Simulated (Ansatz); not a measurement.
**Equation of state of fluorite CeO2**

How stiff is fluorite CeO2 under hydrostatic load? Each row scales the relaxed cell evenly and relaxes the atoms. The phase is followed to these pressures whether or not it stays the stable one.

Calculated with Ansatz 0.2.0, PBEsol, PAW files of the set soft_1, cutoff 600 eV, Fermi–Dirac smearing 0.02 eV, k-mesh 9×9×9, no spin polarisation, no spin-orbit coupling.

Reference cell, relaxed at zero pressure with PBEsol (Fm-3m): a = 3.8174 Å, b = 3.8174 Å, c = 3.8174 Å, α = 60.00°, β = 60.00°, γ = 60.00°.

```csv
atom,x,y,z
Ce,0.0000,0.0000,0.0000
O,0.2500,0.2500,0.2500
O,0.7500,0.7500,0.7500
```

```
V (Å³/atom)    V/V0  P (GPa)  E − E0 (meV/atom)
    12.3250  0.9400   13.587               31.5
    12.8494  0.9800    4.039                3.2
    13.3739  1.0200   −3.642                3.0
    13.6361  1.0400   −6.898               11.7
    13.8984  1.0600   −9.815               25.4
```

V0 = 13.1117 Å³ an atom, where the residual pressure P0 is −0.010 GPa. **Question.** Fit the Birch–Murnaghan law and give the pressure and the energy at V = 12.5872 Å³ an atom, a row left out above.

With the Eulerian strain f = ½[(V0/V)^(2/3) − 1] and F = (P − P0)/[3f(1 + 2f)^(5/2)], the third-order law is the line F = B0 + (3/2) B0 (B′ − 4) f.

| f | F (GPa) |
| --- | --- |
| 0.02106 | 194.16 |
| 0.00678 | 192.43 |
| −0.00656 | 190.84 |
| −0.01290 | 189.97 |
| −0.01905 | 189.06 |

A straight line through the 5 rows: the means are −0.002134 for f and 191.29 for F, Σ(Δx)² = 0.001039 and ΣΔxΔy = 0.1307, so the slope is 0.1307/0.001039 = 125.74 and the intercept 191.29 − (125.74)(−0.002134) = 191.56.

Hence B0 = 191.6 GPa and B′ = 4 + (125.7)/(1.5 × 191.6) = 4.44. For the withheld volume f = 0.01380, F = 193.29 GPa and P = 8.55 GPa. The run itself gives 8.55 GPa, so the estimate misses by 0.00 GPa, a rounding's worth.

Integrating the same law gives E − E0 = (9/2) B0 V0 f²[1 + (B′ − 4) f] + P0(V0 − V), with 1 GPa Å³ = 6.2415 meV: 13.5 meV an atom. The run itself gives 13.5 meV, so the estimate misses by 0.0 meV, a rounding's worth.

Measured volume: 13.175 Å³ an atom (doi:10.1016/j.jssc.2012.01.056, 298 K), so V0 is −0.5 % off. A stiffness follows the volume as d ln B/d ln V = −B′, which moves B0 by about −2 % when it is taken at the measured volume.

Measured bulk modulus: 195 GPa (pmc:7221606), against 192 GPa here (−2 %).

The calculation is for a static lattice, while measurements hold thermal and zero-point motion.

[Logs are printed without paths, hosts, clocks, repeated set-up lines and the standing remarks that a program may print on its own settings, such as how far it seeks lower states.]
